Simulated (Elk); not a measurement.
# CmIr2: parallel, opposed and spinless runs

Does CmIr2 prefer parallel or opposed moments, or none?

Main program and level: Elk 11.2.3 (patched build); PBE; all-electron APW+lo, Dirac cores, scalar-relativistic bands.

This is a report of a sequence of runs, with most program output left out.

### Step 1. The structure

Symmetry: Fd-3m, No. 227, cubic system. The conventional cell has a = 7.561 Å, b = 7.561 Å, c = 7.561 Å, α = 90.00°, β = 90.00°, γ = 90.00°. Nearest to Cm lie 12 Ir at 3.13 Å and 4 Cm at 3.27 Å. Nearest to Ir lie 6 Ir at 2.67 Å and 6 Cm at 3.13 Å. Farther neighbours are not listed.

### Step 2. Run 1 (ferro ++)

The parallel start comes first: it fits the smallest cell, keeps the most symmetry and shows whether parallel moments form.

Moments are seeded by fields in the spheres (the last three columns under atoms), set against the wanted direction and reduced each loop.

File elk.in:

```
tasks
  0

xctype
  20

rgkmax
  7.0

nempty
  8

swidth
  0.001

reducebf
  0.7

epsengy
  1e-05

maxscl
  150

lmaxi
  3

spinpol
  .true.

sppath
  './'

avec
  0.00000000000 7.14410961415 7.14410961415
  7.14410961415 0.00000000000 7.14410961415
  7.14410961415 7.14410961415 0.00000000000

atoms
  2
  'Cm.in'
  2
  0.0000000000 0.0000000000 0.0000000000   0.000000 0.000000 -0.750000
  0.2500000000 0.2500000000 0.2500000000   0.000000 0.000000 -0.750000
  'Ir.in'
  4
  0.6250000000 0.6250000000 0.6250000000   0.000000 0.000000 0.000000
  0.1250000000 0.6250000000 0.6250000000   0.000000 0.000000 0.000000
  0.6250000000 0.6250000000 0.1250000000   0.000000 0.000000 0.000000
  0.6250000000 0.1250000000 0.6250000000   0.000000 0.000000 0.000000

ngridk
  6 6 6
```

Run with:

```
$ OMP_NUM_THREADS=4 elk
```

Elapsed: 6.9 min, on 4 threads of Arm Neoverse V2, shared host; peak memory 1 GiB; 27 min of CPU time.

Spin moment in the muffin-tin sphere by atom:

| atom | spin moment in the muffin-tin sphere (μB) |
| --- | --- |
| Cm1 | 6.82 |
| Cm2 | 6.82 |
| Ir3 | -0.04 |
| Ir4 | -0.04 |
| Ir5 | -0.04 |
| Ir6 | -0.04 |

Read from the output:

```yaml
density_of_states_at_the_fermi_level: 4.587 states/eV/cell
moment_between_the_spheres: 0.3432 μB
magnetization: 13.82 μB
final_state: ferromagnetic
```

After 26 cycles the largest moment stands at 6.82 μB.

### Step 3. Run 2 (antiferro +-)

An opposed order shows whether the pairs that it reverses prefer unlike signs.

elk.in, as its differences from that of step 2:

```diff
@@ -43,3 +43,3 @@
   0.0000000000 0.0000000000 0.0000000000   0.000000 0.000000 -0.750000
-  0.2500000000 0.2500000000 0.2500000000   0.000000 0.000000 -0.750000
+  0.2500000000 0.2500000000 0.2500000000   0.000000 0.000000 0.750000
   'Ir.in'
```

Run with:

```
$ OMP_NUM_THREADS=4 elk
```

Run time: 6.6 min. Hardware: 4 threads; peak memory 1 GiB.

Spin moment in the muffin-tin sphere by atom:

```csv
atom,spin moment in the muffin-tin sphere (μB)
Cm1,6.70
Cm2,-6.70
Ir3,0.00
Ir4,0.00
Ir5,0.00
Ir6,0.00
```

Read from the output:

* density of states at the Fermi level: 3.925 states/eV/cell
* moment between the spheres: 0 μB
* magnetization: 0 μB
* final state: antiferromagnetic

It lies 3.35 meV a seeded atom under the first start, and its largest moment is 6.70 μB against 6.82 μB.

### Step 4. Start 3: no spin polarisation

A run without seeds gives the energy of the state without moments.

elk.in, as its differences from that of step 3:

```diff
@@ -15,5 +15,2 @@
 
-reducebf
-  0.7
-
 epsengy
@@ -26,5 +23,2 @@
   3
-
-spinpol
-  .true.
 
@@ -42,4 +36,4 @@
   2
-  0.0000000000 0.0000000000 0.0000000000   0.000000 0.000000 -0.750000
-  0.2500000000 0.2500000000 0.2500000000   0.000000 0.000000 0.750000
+  0.0000000000 0.0000000000 0.0000000000   0.000000 0.000000 0.000000
+  0.2500000000 0.2500000000 0.2500000000   0.000000 0.000000 0.000000
   'Ir.in'
```

Run with:

```
$ OMP_NUM_THREADS=4 elk
```

It took 40 s on 4 threads; peak memory 0.36 GiB; 2.4 min of CPU time.

This step gave:

| Quantity | Value |
| --- | --- |
| density of states at the Fermi level | 37.90 states/eV/cell |
| final state | non-magnetic (no spin polarisation) |

It lies 4165 meV a seeded atom over the first start.

### Step 5. Ranking

These are free energies at a smearing of 0.0272 eV, so its entropy term is in the differences. They are divided by the number of seeded atoms, so that cells of unlike size compare.

Orders:

```csv
start,final state,typed order kept,energy over the lowest (meV a seeded atom),largest sphere moment (μB),net moment (μB a primitive cell),DOS at the Fermi level (states/eV a primitive cell),mesh matched,CPU time (s)
ferro ++,ferromagnetic,yes,3.349,6.821,13.82,4.587,yes,1618
antiferro +-,antiferromagnetic,yes,0,6.696,0,3.925,yes,1553
no spin polarisation,non-magnetic,-,4168,0,0,37.9,yes,147
```

### Step 6. Outcome

```yaml
lowest_state_found: antiferromagnetic (typed antiferro +-)
largest_site_moment: 6.70 μB
next_state: ferromagnetic, 3.35 meV a seeded atom higher
energy_gained_by_spin_polarisation: 4168 meV a seeded atom
```

The lowest state found is antiferromagnetic, reached from the start antiferro +-, with moments up to 6.70 μB. The two lowest states lie so close that the mesh, the functional or spin–orbit coupling could swap them. Forming the largest moments gains far more than ordering them, so they should outlast the ordering temperature. This is the lowest of 3 finished starts, no proof of the ground state. Open f shells have many stationary orbital fillings, so the state need not be the lowest, and spin-only moments miss the orbital part. Spin–orbit coupling, which these energies lack, is strong in these shells and can change the state in kind.

[Logs and program files are shortened in this print: banners, set-up blocks, solver, clock and traceback lines can be left out without a mark of their own.]

[Logs are printed without paths, hosts, clocks, repeated set-up lines and the standing remarks that a program may print on its own settings, such as how far it seeks lower states.]

[Hosts, paths, dates, database ids (printed as entryN), source tags and the programs' standing remarks are cut or masked in the printed files.]

[Where a cell is said to come from a database of computed structures, the database is the Materials Project.]
